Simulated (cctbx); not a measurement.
**Diagnosing a refinement**

Cell a = 7.9280 Å, b = 10.3350 Å, c = 9.6400 Å, α = 90.00°, β = 105.82°, γ = 90.00°; space group P2_1/c (no. 14). The compound is Pr2Te2O9.

Simulated single-crystal data (cctbx): Mo Kα, λ = 0.71073 Å, to d = 0.65 Å, 70 % of the full sphere, strongest reflection 70000 counts, noise from counting, a 6 % proportional error and a noise floor of 15 counts (s.d.); no absorption.

An isotropic refinement with weights 1/σ² prints:

```text
Rint 0.040, 2850 unique reflections to 0.65 A
cycle     R1     wR2    GooF  max shift (A)
   1  0.0350  0.1138   2.206   0.06228
  12  0.0192  0.0482   0.935   0.00286
final R1 0.0192 wR2 0.0482 GooF 0.935  parameters 56  data/parameter 50.9
atom        x        y        z      Ueq    occ   su(xyz)  su(Uiso or U11)
Pr1    0.26923  0.54170  0.57511   0.0085  1.000  0.00002  0.0000
Pr2    0.23628  0.95033  0.64841   0.0089  1.000  0.00002  0.0000
Te1    0.42773  0.22433  0.53388   0.0082  1.000  0.00002  0.0000
Te2    0.07300  0.25089  0.73142   0.0106  1.000  0.00002  0.0000
O1     0.25256  0.31835  0.64369   0.0160  1.000  0.00028  0.0004
O2     0.97630  0.42816  0.66121   0.0157  1.000  0.00030  0.0004
O3     0.58677  0.28206  0.92265   0.0150  1.000  0.00030  0.0004
O4     0.53329  0.10668  0.66938   0.0186  1.000  0.00031  0.0004
O5     0.98563  0.11536  0.59092   0.0142  1.000  0.00029  0.0004
O6     0.27652  0.13749  0.86792   0.0152  1.000  0.00030  0.0004
O7     0.92370  0.21460  0.84191   0.0147  1.000  0.00030  0.0004
O8     0.55666  0.10222  0.10430   0.0190  1.000  0.00032  0.0004
O9     0.24151  0.37864  0.92796   0.0147  1.000  0.00029  0.0004
O10    0.00030  1.01048  0.26125   1.0000  1.000  0.00937  0.0846
difference map: max 1.39 min -1.29 rms 0.31
Q1    0.1424  0.0510  0.5579    4    1.46  1.43 A from Pr2
Q2    0.3511  0.5130  0.3671    4    1.32  1.16 A from O8
Q3    0.1519  0.1839  0.9739    4    1.19  1.61 A from O1
Q4    0.1490  0.2223  0.8946    4    1.18  1.41 A from O6
Q5    0.3717  0.7028  0.7622    4    1.17  1.31 A from O4
Q6    0.1576  0.2462  0.2649    4    1.11  0.66 A from Te2
```

Q: Accept it or mend it, and why?

Mend it. The fault: spurious atom: O10. Against the right model at the same level, R1 goes from 0.0191 to 0.0192 and GooF from 0.93 to 0.94 and O10 takes U = the program's ceiling. A site with no density behind it hides by a very large U or drifts. The fit had not settled when the cycles ran out.

The compound is Pr2Te2O9. The right model at the same level gives:

```text
Rint 0.040, 2850 unique reflections to 0.65 A
cycle     R1     wR2    GooF  max shift (A)
   1  0.3016  0.6423  12.445   0.10083
   2  0.0191  0.0477   0.925   0.00021
final R1 0.0191 wR2 0.0477 GooF 0.925  parameters 52  data/parameter 54.8
atom        x        y        z      Ueq    occ   su(xyz)  su(Uiso or U11)
Pr1    0.26923  0.54170  0.57510   0.0085  1.000  0.00002  0.0000
Pr2    0.23628  0.95033  0.64841   0.0089  1.000  0.00002  0.0000
Te1    0.42773  0.22433  0.53388   0.0082  1.000  0.00002  0.0000
Te2    0.07300  0.25089  0.73142   0.0106  1.000  0.00002  0.0000
O1     0.25253  0.31838  0.64375   0.0160  1.000  0.00028  0.0004
O2     0.97633  0.42819  0.66140   0.0157  1.000  0.00030  0.0004
O3     0.58673  0.28208  0.92266   0.0150  1.000  0.00030  0.0004
O4     0.53333  0.10669  0.66941   0.0185  1.000  0.00031  0.0004
O5     0.98561  0.11535  0.59098   0.0142  1.000  0.00028  0.0004
O6     0.27649  0.13751  0.86789   0.0152  1.000  0.00029  0.0004
O7     0.92373  0.21463  0.84182   0.0146  1.000  0.00029  0.0004
O8     0.55670  0.10226  0.10436   0.0190  1.000  0.00031  0.0004
O9     0.24148  0.37865  0.92788   0.0147  1.000  0.00029  0.0004
difference map: max 1.33 min -1.24 rms 0.31
Q1    0.1421  0.0514  0.5579    4    1.41  1.43 A from Pr2
Q2    0.3510  0.5130  0.3669    4    1.30  1.16 A from O8
Q3    0.1487  0.2224  0.8945    4    1.23  1.42 A from O6
Q4    0.1516  0.1843  0.9735    4    1.21  1.62 A from O1
Q5    0.1571  0.2462  0.2649    4    1.15  0.66 A from Te2
Q6    0.3716  0.7027  0.7622    4    1.13  1.31 A from O4
```

The model was made for the exercise: a known structure type with other elements put in, its volume estimated, not relaxed; displacement parameters are assumed.

[Middle refinement cycles are left out of these outputs.]

[Logs are printed without paths, hosts, clocks, repeated set-up lines and the standing remarks that a program may print on its own settings, such as how far it seeks lower states.]
